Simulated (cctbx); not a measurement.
# Reading a Patterson map

Space group P6_3/mcm (no. 193), a = 8.7710 Å, b = 8.7710 Å, c = 6.4860 Å, α = 90.00°, β = 90.00°, γ = 120.00°, content Tm10 Sn6 C2.

Simulated single-crystal data (cctbx): synchrotron X-rays, λ = 0.6889 Å, to d = 0.84 Å, 95 % of the full sphere, strongest reflection 5000 counts, noise from counting, a 6 % proportional error and a noise floor of 15 counts (s.d.); no absorption.

Patterson synthesis, origin scaled to 1000:

```text
Patterson group P 6/m m m
      u       v       w   height  length (A)
  0.000   0.000   0.000   1000.0     0.00
  0.209   0.418   0.000    326.6     3.18
  0.000   0.000   0.500    317.8     3.24
  0.000   0.205   0.500    260.1     3.71
  0.217   0.609   0.500    169.0     5.70
  0.333   0.667   0.000    157.0     5.06
  0.333   0.667   0.500    152.8     6.01
  0.114   0.447   0.251    149.7     3.89
  0.000   0.422   0.500    120.1     4.92
  0.078   0.333   0.251     87.9     3.11
  0.000   0.375   0.000     82.3     3.29
  0.185   0.592   0.000     55.8     4.60
  0.000   0.000   0.316     17.1     2.05
  0.203   0.407   0.337     16.9     3.78
```

**Question.** Which atom pairs make the peaks, and where is the heaviest atom?

A peak at u stands for all pairs with xi − xj = u, with weight Σ ZiZj against Σ Z² = 62682 at the origin. Peak heights follow these weights only roughly, since form factors, motion and series ripples differ, all vectors within 0.55 Å of a peak are counted as merged into it though the farther ones add only part of their weight, and F(000) is left out, which lowers the whole map:

| u | v | w | shortest length (Å) | height | 1000 ΣZiZj/ΣZ² | pairs in the cell |
| --- | --- | --- | --- | --- | --- | --- |
| 0.209 | 0.418 | 0.000 | 3.18 | 327 | 372 | 4 × Tm–Sn, 2 × Tm–Tm |
| 0.000 | 0.000 | 0.500 | 3.24 | 318 | 305 | 4 × Tm–Tm, 2 × C–C |
| 0.000 | 0.205 | 0.500 | 3.71 | 260 | 302 | 2 × Tm–Tm, 2 × Tm–Sn, 1 × Sn–Sn |
| 0.217 | 0.609 | 0.500 | 5.69 | 169 | 220 | 4 × Tm–Sn |
| 0.333 | 0.667 | 0.000 | 5.06 | 157 | 178 | 2 × Tm–Tm, 4 × Tm–C |
| 0.333 | 0.667 | 0.500 | 6.01 | 153 | 178 | 2 × Tm–Tm, 4 × Tm–C |
| 0.114 | 0.447 | 0.251 | 3.89 | 150 | 152 | 2 × Tm–Tm |
| 0.000 | 0.422 | 0.500 | 4.92 | 120 | 156 | 2 × Sn–Sn, 1 × Tm–Tm |
| 0.078 | 0.333 | 0.251 | 3.11 | 88 | 110 | 2 × Tm–Sn |
| 0.000 | 0.375 | 0.000 | 3.29 | 82 | 110 | 2 × Tm–Sn |

The table stops at ten peaks or at a height of 45, below which ripples compete. In the model behind the data Tm, the heaviest element, has 2 independent sites: (0, 0.7826, 1/4) and (2/3, 1/3, 1/2), up to an allowed shift of origin; the Tm–Tm vectors are differences of these positions and their symmetry mates. The whole model:

| atom | mult. | x | y | z | Ueq (Å²) |
| --- | --- | --- | --- | --- | --- |
| Tm1 | 6 | 0 | 0.7826 | 1/4 | 0.0073 |
| Tm2 | 4 | 2/3 | 1/3 | 1/2 | 0.0063 |
| Sn1 | 6 | 0 | 0.4075 | 1/4 | 0.0086 |
| C1 | 2 | 0 | 0 | 1/2 | 0.0135 |

This is a model crystal, built by substitution and not relaxed, with assumed displacement parameters.

[Logs are printed without paths, hosts, clocks, repeated set-up lines and the standing remarks that a program may print on its own settings, such as how far it seeks lower states.]
